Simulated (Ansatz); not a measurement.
Consider ScF3 (Pm-3m).

```cif
data_structure
_symmetry_space_group_name_H-M 'P 1'
_symmetry_Int_Tables_number 1
_cell_length_a 4.0125
_cell_length_b 4.0125
_cell_length_c 4.0125
_cell_angle_alpha 90.000
_cell_angle_beta 90.000
_cell_angle_gamma 90.000
_cell_volume 64.60
loop_
_atom_site_label
_atom_site_type_symbol
_atom_site_fract_x
_atom_site_fract_y
_atom_site_fract_z
_atom_site_occupancy
Sc1 Sc 0.00000 0.00000 0.00000 1
F2 F 0.50000 0.00000 0.00000 1
F3 F 0.00000 0.50000 0.00000 1
F4 F 0.00000 0.00000 0.50000 1
```

The cell and positions come from the Crystallography Open Database and are kept as given unless a step says otherwise. The program's search for lower electronic states was switched off, so nothing shows that the state found is the lowest. PAW set soft_2, made with PBE.

A constrained-RPA run (Ansatz 0.2.0; non-magnetic LDA; Sc t2g + anion p, bands v9 to c3, 4×4×4 mesh, medium accuracy) builds 12 functions on bands 11 eV wide, with 18.0 electrons in the window. The bare on-site interaction is 16.7 eV and the bare J 0.64 eV.

Question: What U and J survive the screening?

On the Sc t2g shell, U = 9.06 eV (54 % of the bare value), U′ = 8.04 eV, J = 0.52 eV.

The parent state is non-magnetic and the interaction static (zero frequency); U depends on the window and the orbitals, so it belongs to this model alone. A window that holds the anion p bands defines a model with explicit ligands; its U belongs to that model and is not the U of DFT+U.

[Paths, hosts, dates, memory and timing lines, banners, echoed tables and standing remarks are left out of the program output.]

[Logs are printed without paths, hosts, clocks, repeated set-up lines and the standing remarks that a program may print on its own settings, such as how far it seeks lower states.]

[Runs of the session that timed out or met a known fault of the program may be left out.]

[Hosts, paths, dates, database ids (printed as entryN), source tags and the programs' standing remarks are cut or masked in the printed files.]
